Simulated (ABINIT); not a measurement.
# Quasiparticle gap of CdS (Hawleyite) in ABINIT, part 2 of 3

Aim: the G0W0 gap of CdS (Hawleyite) on PBE, step by step.

ABINIT 10.8.3; PBE and many-body steps on it, plane waves. Known limits of the many-body steps: short of the basis limit; no spin-orbit coupling; coarse k mesh.

So far. Step 2 (Ground state): The gap is direct, at Γ.

**3. Bands along the symmetry lines**

Level of this step: DFT, PBE, plane waves, norm-conserving pseudopotentials (ABINIT).

The cheap functional maps the bands first; the places of the edges decide which points the dearer methods must see.

run.abi

```
acell 3*1.0 Angstrom
rprim 
  -0.000000000000 2.958200000000 2.958200000000
  2.958200000000 -0.000000000000 2.958200000000
  2.958200000000 2.958200000000 -0.000000000000
ntypat 2
znucl 48 16
natom 2
typat 1 2
xred 
  0.000000000000 0.000000000000 0.000000000000
  0.250000000000 0.250000000000 0.250000000000
pp_dirpath "pseudos"
pseudos "Cd.upf, S.upf"
ecut 47
iscf -2
irdden 1
kptopt 0
nkpt 50
kpt 
  0.00000000 0.00000000 0.00000000
  -0.06250000 -0.06250000 0.00000000
  -0.12500000 -0.12500000 0.00000000
  -0.18750000 -0.18750000 0.00000000
  -0.25000000 -0.25000000 0.00000000
  -0.31250000 -0.31250000 0.00000000
  -0.37500000 -0.37500000 0.00000000
  -0.43750000 -0.43750000 0.00000000
  -0.50000000 -0.50000000 0.00000000
  -0.48437500 -0.48437500 0.03125000
  -0.46875000 -0.46875000 0.06250000
  -0.45312500 -0.45312500 0.09375000
  -0.43750000 -0.43750000 0.12500000
  -0.42187500 -0.42187500 0.15625000
  -0.40625000 -0.40625000 0.18750000
  -0.39062500 -0.39062500 0.21875000
  -0.37500000 -0.37500000 0.25000000
  -0.37500000 0.00000000 0.37500000
  -0.32812500 0.00000000 0.32812500
  -0.28125000 0.00000000 0.28125000
  -0.23437500 0.00000000 0.23437500
  -0.18750000 0.00000000 0.18750000
  -0.14062500 0.00000000 0.14062500
  -0.09375000 0.00000000 0.09375000
  -0.04687500 0.00000000 0.04687500
  0.00000000 0.00000000 0.00000000
  0.00000000 0.00000000 0.06250000
  0.00000000 0.00000000 0.12500000
  0.00000000 0.00000000 0.18750000
  0.00000000 0.00000000 0.25000000
  0.00000000 0.00000000 0.31250000
  0.00000000 0.00000000 0.37500000
  0.00000000 0.00000000 0.43750000
  -0.00000000 -0.00000000 0.50000000
  -0.06250000 -0.03125000 0.46875000
  -0.12500000 -0.06250000 0.43750000
  -0.18750000 -0.09375000 0.40625000
  -0.25000000 -0.12500000 0.37500000
  -0.31250000 -0.15625000 0.34375000
  -0.37500000 -0.18750000 0.31250000
  -0.43750000 -0.21875000 0.28125000
  -0.50000000 -0.25000000 0.25000000
  -0.50000000 -0.28125000 0.21875000
  -0.50000000 -0.31250000 0.18750000
  -0.50000000 -0.34375000 0.15625000
  -0.50000000 -0.37500000 0.12500000
  -0.50000000 -0.40625000 0.09375000
  -0.50000000 -0.43750000 0.06250000
  -0.50000000 -0.46875000 0.03125000
  -0.50000000 -0.50000000 0.00000000
istwfk *1
nband 20
nbdbuf 2
tolwfr 1e-08
nstep 40
prtwf 0
prtvol 0
indata_prefix "in"
outdata_prefix "out"
tmpdata_prefix "tmp"
```

Started as:

```bash
> OMP_NUM_THREADS=1 mpirun -n 8 abinit run.abi > log
```

What it wrote:

```text
.Version 10.8.3 of ABINIT. v10.8.2 released Aug 2026.

 Symmetries : space group F-4 3 m (#216); Bravais cF (face-center cubic)
[... echo of the input left out ...]
== DATASET  1 ==================================================================
-   mpi_nproc: 8, omp_nthreads: 1 (-1 if OMP is not activated)

--- !DatasetInfo
iteration_state: {dtset: 1, }
dimensions: {natom: 2, nkpt: 50, mband: 20, nsppol: 1, nspinor: 1, nspden: 1, mpw: 5410, }
cutoff_energies: {ecut:  47.0, pawecutdg:  -1.0, }
electrons: {nelect:   2.60000000E+01, charge:   0.00000000E+00, occopt:   1.00000000E+00, tsmear:   1.00000000E-02, }

 Real(R)+Recip(G) space primitive vectors, cartesian coordinates (Bohr,Bohr^-1):
 R(1)=  0.0000000  5.5901878  5.5901878  G(1)= -0.0894424  0.0894424  0.0894424
 R(2)=  5.5901878  0.0000000  5.5901878  G(2)=  0.0894424 -0.0894424  0.0894424
 R(3)=  5.5901878  5.5901878  0.0000000  G(3)=  0.0894424  0.0894424 -0.0894424
 Unit cell volume ucvol=  3.4938897E+02 bohr^3
 Angles (23,13,12)=  6.00000000E+01  6.00000000E+01  6.00000000E+01 degrees

 getcut: wavevector=  0.0000  0.0000  0.0000  ngfft=  50  50  50
         ecut(hartree)=     47.000   => boxcut(ratio)=   2.05016

--- Pseudopotential description ------------------------------------------------
- Cd Generated using ONCVPSP code by D. R. Hamann
- 48.00000  20.00000  171031                  znucl, zion, pspdat
12 -101130 2 -1 1368                          pspcod,pspxc,lmax,lloc,mmax
     nproj     2     2     2
  pspatm : epsatm=   23.16453630
         --- l  ekb(1:nproj) -->
             0   51.917189    3.534234
             1    8.636196    1.282240
             2    0.687672   -0.678465
 pspatm: atomic psp has been read  and splines computed

- S Generated using ONCVPSP code by D. R. Hamann
- 16.00000   6.00000  171031                  znucl, zion, pspdat
12 -101130 2 -1 1146                          pspcod,pspxc,lmax,lloc,mmax
     nproj     2     2     2
  pspatm : epsatm=    9.01821529
         --- l  ekb(1:nproj) -->
[...]
pspatm: atomic psp has been read  and splines computed

--------------------------------------------------------------------------------

================================================================================
 prteigrs : about to open file out_EIG
 Non-SCF case, kpt    1 (  0.00000  0.00000  0.00000), residuals and eigenvalues=
  4.24E-09  9.66E-10  2.53E-09  7.60E-09  8.74E-09  8.85E-10  1.77E-09  1.96E-09
  3.97E-09  9.30E-09  1.35E-09  2.69E-09  9.89E-09  4.57E-09  6.23E-10  2.32E-09
  4.84E-09  5.70E-09  3.61E-08  1.81E-07
 -3.5794E+00 -2.1485E+00 -2.1485E+00 -2.1485E+00 -3.0235E-01 -1.3576E-01
 -1.3576E-01 -1.3576E-01 -1.2022E-01 -1.2022E-01  1.4280E-01  1.4280E-01
  1.4280E-01  1.8144E-01  3.8300E-01  3.8300E-01  3.8300E-01  5.5485E-01
  5.5880E-01  5.5880E-01
 Non-SCF case, kpt    2 ( -0.06250 -0.06250  0.00000), residuals and eigenvalues=
[...]
5.07E-09  4.75E-09  5.11E-09  6.93E-09
[...]
5.5964E-01  5.6698E-01
 Non-SCF case, kpt    3 ( -0.12500 -0.12500  0.00000), residuals and eigenvalues=
[...]
3.42E-09  4.52E-09  1.50E-06  1.62E-05
[...]
5.6210E-01  5.9815E-01
[...]
Non-SCF case, kpt   49 ( -0.50000 -0.46875  0.03125), residuals and eigenvalues=
[...]
5.9079E-01  6.2638E-01
 Non-SCF case, kpt   50 ( -0.50000 -0.50000  0.00000), residuals and eigenvalues=
[...]
-1.2443E-01 -1.2443E-01 -1.1742E-01 -1.0534E-01  4.5002E-03  7.9161E-02
  7.9161E-02  2.7609E-01  3.0057E-01  4.7449E-01  5.2933E-01  5.2933E-01
  5.8729E-01  6.2660E-01

--- !ResultsGS
iteration_state: {dtset: 1, }
comment   : Summary of ground state results
lattice_vectors:
- [ -0.0000000,   5.5901878,   5.5901878, ]
- [  5.5901878,  -0.0000000,   5.5901878, ]
- [  5.5901878,   5.5901878,  -0.0000000, ]
lattice_lengths: [   7.90572,    7.90572,    7.90572, ]
lattice_angles: [ 60.000,  60.000,  60.000, ] # degrees, (23, 13, 12)
lattice_volume:   3.4938897E+02
convergence: {deltae:  0.000E+00, res2:  0.000E+00, residm:  9.984E-09, diffor:  0.000E+00, }
etotal    :  -1.86418336E+02
entropy   :   0.00000000E+00
fermie    :   1.42795302E-01
cartesian_stress_tensor: null
pressure_GPa: null
xred      :
- [  0.0000E+00,   0.0000E+00,   0.0000E+00, Cd]
- [  2.5000E-01,   2.5000E-01,   2.5000E-01,  S]
cartesian_forces: null
force_length_stats: {min: null, max: null, mean: null, }

 Integrated electronic density in atomic spheres:
 ------------------------------------------------
 Atom  Sphere_radius  Integrated_density
[...]
================================================================================

 ----iterations are completed or convergence reached----

 Mean square residual over all n,k,spin=   51.405E-10; max=  99.837E-10
 reduced coordinates (array xred) for    2 atoms
       0.000000      0.000000      0.000000
       0.250000      0.250000      0.250000

 cartesian coordinates (angstrom) at end:
[...]
length scales=  1.889726  1.889726  1.889726 bohr
              =  1.000000  1.000000  1.000000 angstroms
 prteigrs : about to open file out_EIG
 Eigenvalues (hartree) for nkpt=  50  k points:
 kpt#   1, nband= 20, wtk=  1.00000, kpt=  0.0000  0.0000  0.0000 (reduced coord)
[...]
kpt#   2, nband= 20, wtk=  1.00000, kpt= -0.0625 -0.0625  0.0000 (reduced coord)
[...]
kpt#   3, nband= 20, wtk=  1.00000, kpt= -0.1250 -0.1250  0.0000 (reduced coord)
[...]
kpt#  49, nband= 20, wtk=  1.00000, kpt= -0.5000 -0.4687  0.0313 (reduced coord)
[...]
0.52270    0.52974    0.59079    0.62638
 kpt#  50, nband= 20, wtk=  1.00000, kpt= -0.5000 -0.5000  0.0000 (reduced coord)
  -3.57941   -2.14852   -2.14851   -2.14851   -0.28367   -0.12842   -0.12443   -0.12443
  -0.11742   -0.10534    0.00450    0.07916    0.07916    0.27609    0.30057    0.47449
   0.52933    0.52933    0.58729    0.62660

== END DATASET(S) ==============================================================
================================================================================

 -outvars: echo values of variables after computation  --------
            nband          20
             nkpt          50
          spgroup         216
 [... the other variables as echoed above ...]

 Calculation completed.
```

It took 21 s on 8 MPI ranks of Intel Xeon Platinum 8559C (Emerald Rapids), shared host; peak memory 0.67 GiB; 2.8 min of CPU time.

Numbers from this step:

```
gap                        : 1.051 eV
k of the valence top       : 0, 0, 0
k of the conduction bottom : 0, 0, 0
least direct gap           : 1.051 eV
```

The gap is 1.051 eV, as in the run before at this level.

The electronic bands at the labelled points (eV, zero at the top of the highest filled band):

| point | band 10 | band 11 | band 12 | band 13 | band 14 | band 15 | band 16 | band 17 |
| --- | --- | --- | --- | --- | --- | --- | --- | --- |
| Γ | -7.16 | 0.00 | 0.00 | 0.00 | 1.05 | 6.54 | 6.54 | 6.54 |
| halfway | -7.12 | -2.25 | -0.94 | -0.94 | 3.49 | 4.84 | 8.04 | 8.04 |
| X | -6.75 | -3.76 | -1.73 | -1.73 | 3.63 | 4.29 | 9.03 | 10.52 |
| halfway | -6.71 | -3.75 | -1.98 | -1.65 | 3.90 | 4.58 | 8.80 | 9.86 |
| U | -6.64 | -3.73 | -2.34 | -1.41 | 4.23 | 5.35 | 8.38 | 8.92 |
| jump to K | -6.64 | -3.73 | -2.34 | -1.41 | 4.23 | 5.35 | 8.38 | 8.92 |
| halfway | -7.10 | -2.65 | -1.26 | -0.39 | 3.47 | 6.06 | 6.76 | 7.24 |
| Γ | -7.16 | 0.00 | 0.00 | 0.00 | 1.05 | 6.54 | 6.54 | 6.54 |
| halfway | -7.15 | -2.39 | -0.36 | -0.36 | 2.69 | 6.23 | 7.02 | 7.02 |
| L | -6.81 | -4.14 | -0.69 | -0.69 | 2.95 | 6.99 | 6.99 | 7.33 |
| halfway | -6.71 | -3.88 | -1.80 | -1.12 | 4.25 | 5.83 | 7.13 | 8.26 |
| W | -6.59 | -3.70 | -2.08 | -2.04 | 5.24 | 5.44 | 7.14 | 8.04 |
| halfway | -6.67 | -3.73 | -1.91 | -1.89 | 4.30 | 4.72 | 8.57 | 8.81 |
| X | -6.75 | -3.76 | -1.73 | -1.73 | 3.63 | 4.29 | 9.03 | 10.52 |

**4. Empty states on the mesh, 4×4×4 mesh, 123 bands**

The sums over transitions need many empty states on a uniform mesh; this step solves for them.

run.abi

```
acell 3*1.0 Angstrom
rprim 
  -0.000000000000 2.958200000000 2.958200000000
  2.958200000000 -0.000000000000 2.958200000000
  2.958200000000 2.958200000000 -0.000000000000
ntypat 2
znucl 48 16
natom 2
typat 1 2
xred 
  0.000000000000 0.000000000000 0.000000000000
  0.250000000000 0.250000000000 0.250000000000
pp_dirpath "pseudos"
pseudos "Cd.upf, S.upf"
ecut 47
ngkpt 4 4 4
nshiftk 1
shiftk 0 0 0
kptopt 1
chksymbreak 0
iscf -2
irdden 1
istwfk *1
nband 123
nbdbuf 10
tolwfr 1e-09
nstep 60
prtvol 0
indata_prefix "in"
outdata_prefix "out"
tmpdata_prefix "tmp"
```

What it wrote:

```text
.Version 10.8.3 of ABINIT. v10.8.2 released Aug 2026.

 Symmetries : space group F-4 3 m (#216); Bravais cF (face-center cubic)
[... echo of the input left out ...]
== DATASET  1 ==================================================================
-   mpi_nproc: 8, omp_nthreads: 1 (-1 if OMP is not activated)

--- !DatasetInfo
iteration_state: {dtset: 1, }
dimensions: {natom: 2, nkpt: 8, mband: 123, nsppol: 1, nspinor: 1, nspden: 1, mpw: 5410, }
cutoff_energies: {ecut:  47.0, pawecutdg:  -1.0, }
electrons: {nelect:   2.60000000E+01, charge:   0.00000000E+00, occopt:   1.00000000E+00, tsmear:   1.00000000E-02, }

 Real(R)+Recip(G) space primitive vectors, cartesian coordinates (Bohr,Bohr^-1):
 R(1)=  0.0000000  5.5901878  5.5901878  G(1)= -0.0894424  0.0894424  0.0894424
 R(2)=  5.5901878  0.0000000  5.5901878  G(2)=  0.0894424 -0.0894424  0.0894424
 R(3)=  5.5901878  5.5901878  0.0000000  G(3)=  0.0894424  0.0894424 -0.0894424
 Unit cell volume ucvol=  3.4938897E+02 bohr^3
 Angles (23,13,12)=  6.00000000E+01  6.00000000E+01  6.00000000E+01 degrees

 getcut: wavevector=  0.0000  0.0000  0.0000  ngfft=  50  50  50
         ecut(hartree)=     47.000   => boxcut(ratio)=   2.05016

--- Pseudopotential description ------------------------------------------------
- Cd Generated using ONCVPSP code by D. R. Hamann
- 48.00000  20.00000  171031                  znucl, zion, pspdat
12 -101130 2 -1 1368                          pspcod,pspxc,lmax,lloc,mmax
     nproj     2     2     2
  pspatm : epsatm=   23.16453630
         --- l  ekb(1:nproj) -->
             0   51.917189    3.534234
             1    8.636196    1.282240
             2    0.687672   -0.678465
 pspatm: atomic psp has been read  and splines computed

- S Generated using ONCVPSP code by D. R. Hamann
- 16.00000   6.00000  171031                  znucl, zion, pspdat
12 -101130 2 -1 1146                          pspcod,pspxc,lmax,lloc,mmax
     nproj     2     2     2
  pspatm : epsatm=    9.01821529
         --- l  ekb(1:nproj) -->
[...]
pspatm: atomic psp has been read  and splines computed

--------------------------------------------------------------------------------

================================================================================
 prteigrs : about to open file out_EIG
 Non-SCF case, kpt    1 (  0.00000  0.00000  0.00000), residuals and eigenvalues=
  8.05E-10  3.85E-10  4.57E-10  5.88E-10  1.23E-10  1.53E-10  7.19E-10  8.79E-10
  2.51E-10  4.23E-10  1.12E-10  1.60E-10  3.00E-10  7.75E-10  1.01E-10  7.04E-10
  9.38E-10  8.50E-10  9.31E-11  7.78E-10  9.48E-11  3.48E-10  8.93E-10  4.17E-10
[...]
-3.5794E+00 -2.1485E+00 -2.1485E+00 -2.1485E+00 -3.0235E-01 -1.3576E-01
 -1.3576E-01 -1.3576E-01 -1.2022E-01 -1.2022E-01  1.4280E-01  1.4280E-01
  1.4280E-01  1.8144E-01  3.8300E-01  3.8300E-01  3.8300E-01  5.5485E-01
[...]
3.0779E+00  3.1205E+00  3.1457E+00  3.1457E+00  3.1457E+00  3.1485E+00
  3.1485E+00  3.1569E+00  3.1569E+00  3.1569E+00  3.2136E+00  3.2136E+00
[...]
prteigrs : prtvol=0 or 1, do not print more k-points.

--- !ResultsGS
iteration_state: {dtset: 1, }
comment   : Summary of ground state results
lattice_vectors:
- [ -0.0000000,   5.5901878,   5.5901878, ]
- [  5.5901878,  -0.0000000,   5.5901878, ]
- [  5.5901878,   5.5901878,  -0.0000000, ]
lattice_lengths: [   7.90572,    7.90572,    7.90572, ]
lattice_angles: [ 60.000,  60.000,  60.000, ] # degrees, (23, 13, 12)
lattice_volume:   3.4938897E+02
convergence: {deltae:  0.000E+00, res2:  0.000E+00, residm:  9.978E-10, diffor:  0.000E+00, }
etotal    :  -1.86418336E+02
entropy   :   0.00000000E+00
fermie    :   1.42795302E-01
cartesian_stress_tensor: null
pressure_GPa: null
xred      :
- [  0.0000E+00,   0.0000E+00,   0.0000E+00, Cd]
- [  2.5000E-01,   2.5000E-01,   2.5000E-01,  S]
cartesian_forces: null
force_length_stats: {min: null, max: null, mean: null, }

 Integrated electronic density in atomic spheres:
 ------------------------------------------------
 Atom  Sphere_radius  Integrated_density
[...]
================================================================================

 ----iterations are completed or convergence reached----

 Mean square residual over all n,k,spin=   43.467E-11; max=  99.785E-11
 reduced coordinates (array xred) for    2 atoms
[...]
0.250000      0.250000      0.250000

 cartesian coordinates (angstrom) at end:
    1      0.000000     0.000000     0.000000
    2      1.479100     1.479100     1.479100
 length scales=  1.889726  1.889726  1.889726 bohr
              =  1.000000  1.000000  1.000000 angstroms
 prteigrs : about to open file out_EIG
 Eigenvalues (hartree) for nkpt=   8  k points:
 kpt#   1, nband=123, wtk=  0.01563, kpt=  0.0000  0.0000  0.0000 (reduced coord)
[...]
3.05914    3.05914    3.07070    3.07070    3.07790    3.12055    3.14568    3.14568
   3.14568    3.14849    3.14849    3.15689    3.15689    3.15689    3.21359    3.21359
   3.21359    3.29388    3.36189
 prteigrs : prtvol=0 or 1, do not print more k-points.

== END DATASET(S) ==============================================================
================================================================================

 -outvars: echo values of variables after computation  --------
            nband         123
             nkpt           8
          spgroup         216
 [... the other variables as echoed above ...]

 Calculation completed.
```

The job ended after 33 s (8 MPI ranks; peak memory 0.74 GiB; 4.3 min of CPU time).

Read from the output:

| Quantity | Value |
| --- | --- |
| gap | 1.051 eV |
| k of the valence top | 0, 0, 0 |
| k of the conduction bottom | 0, 0, 0 |
| least direct gap | 1.051 eV |
| k points computed | 8 |
| lowest point of the top converged band, above the valence top | 81.7125 eV |

On this mesh the gap is 1.051 eV.

**5. Screening, 4×4×4 mesh, 113 bands, screening to 149.7 eV**

The RPA dielectric matrix is built and inverted for each q.

This step: RPA screening on PBE, plane waves, norm-conserving pseudopotentials.

run.abi: that of step 4 with these lines changed.

```diff
@@ -20,10 +20,11 @@
 chksymbreak 0
-iscf -2
-irdden 1
 istwfk *1
-nband 123
-nbdbuf 10
-tolwfr 1e-09
-nstep 60
-prtvol 0
+occopt 1
+irdwfk 1
+optdriver 3
+nband 113
+ecuteps 5.5
+inclvkb 2
+awtr 1
+symchi 1
 indata_prefix "in"
```

What it wrote:

```text
.Version 10.8.3 of ABINIT. v10.8.2 released Aug 2026.

 Symmetries : space group F-4 3 m (#216); Bravais cF (face-center cubic)
[... echo of the input left out ...]
== DATASET  1 ==================================================================
-   mpi_nproc: 8, omp_nthreads: 1 (-1 if OMP is not activated)

--- !DatasetInfo
iteration_state: {dtset: 1, }
dimensions: {natom: 2, nkpt: 8, mband: 113, nsppol: 1, nspinor: 1, nspden: 1, mpw: 5410, }
cutoff_energies: {ecut:  47.0, pawecutdg:  -1.0, }
electrons: {nelect:   2.60000000E+01, charge:   0.00000000E+00, occopt:   1.00000000E+00, tsmear:   1.00000000E-02, }

 SCREENING: Calculation of the susceptibility and dielectric matrices

 Based on a program developped by R.W. Godby, V. Olevano, G. Onida, and L. Reining.
 Incorporated in ABINIT by V. Olevano, G.-M. Rignanese, and M. Torrent.
.Using double precision arithmetic ; gwpc =  8

[... cell and pseudopotentials left out ...]
--------------------------------------------------------------------------------

 ==== K-mesh for the wavefunctions ====
 Number of points in the irreducible wedge :     8
[... list of points left out ...]
 Together with 24 symmetry operations and time-reversal symmetry
 yields    64 points in the full Brillouin Zone.

 ==== Q-mesh for the screening function ====
 Number of points in the irreducible wedge :     8
[... list of points left out ...]
 Together with 24 symmetry operations and time-reversal symmetry
 yields    64 points in the full Brillouin Zone.

 setmesh: FFT mesh size selected  =    36x   36x   36
          total number of points  =        46656

 vcoul_init : cutoff-mode = AUXILIARY_FUNCTION
 q-points for optical limit:   1
     1)      0.000010    0.000020    0.000030

- screening: taking advantage of time-reversal symmetry
- Maximum band index for partially occupied states nbvw = 13
- Remaining bands to be divided among processors   nbcw = 100
- Number of bands treated by each node ~12

 Number of electrons calculated from density =   26.0000; Expected =   26.0000
 average of density, n =  0.074416
 r_s =    1.4749
 omega_plasma =   26.3140 [eV]

 calculating chi0 at frequencies [eV] :
  1    0.000000E+00    0.000000E+00
  2    0.000000E+00    2.631405E+01

--------------------------------------------------------------------------------
  q-point number  1        q = ( 0.000000, 0.000000, 0.000000) [r.l.u.]
--------------------------------------------------------------------------------
[... chi0 elements left out ...]
 For q-point:  0.000010 0.000020 0.000030
  dielectric constant =  12.1317
  dielectric constant without local fields =  12.8569

  Average fulfillment of the sum rule on Im[epsilon] for q-point    1 :     64.93  [%]
[... wings left out ...]
  q-point number  2        q = ( 0.250000, 0.000000, 0.000000) [r.l.u.]
--------------------------------------------------------------------------------
[... chi0 elements left out ...]
  Average fulfillment of the sum rule on Im[epsilon] for q-point    2 :     76.80  [%]

 [... 6 further q-points ...]
```

It took 35 s on 8 MPI ranks; peak memory 2.1 GiB.

Numbers from this step:

| Property | Result |
| --- | --- |
| ε∞ with local fields, on this mesh | 12.13 |
| ε∞ without local fields, on this mesh | 12.86 |
| plasma frequency | 26.31 eV |
| plane waves in the screening matrix | 181 |

Local fields lower ε∞ by 6 %. On a Γ-centred mesh this coarse the value itself is usually too large, while a short band sum pulls it down.

(Part 2 of 3 ends here.)

[Long decimals in the printed logs are rounded to 6 places.]

[Logs are printed without paths, hosts, clocks, repeated set-up lines and the standing remarks that a program may print on its own settings, such as how far it seeks lower states.]

[Paths, hosts, dates, memory and timing lines, banners, echoed tables and standing remarks are left out of the program output; an Ansatz launch command may be rebuilt from the run's recorded settings. Measured values are a selection of at most five: reports struck by readers or far from the other reports are left out. None is set beside runs whose start may be inverted or whose files or cutoffs have a known fault.]

[Runs of the session that timed out or met a known fault of the program may be left out.]

[Hosts, paths, dates, database ids (printed as entryN), source tags and the programs' standing remarks are cut or masked in the printed files.]

[G0W0 gaps are taken among the corrected bands and points alone; a level outside them can change the order at an edge.]

[Where Ansatz stands beside ABINIT at settings called matched, ABINIT's density can come from a denser mesh and the files from another edition; pairs whose starting gaps differed by over 0.03 eV were left out, so agreement reads better than it is.]
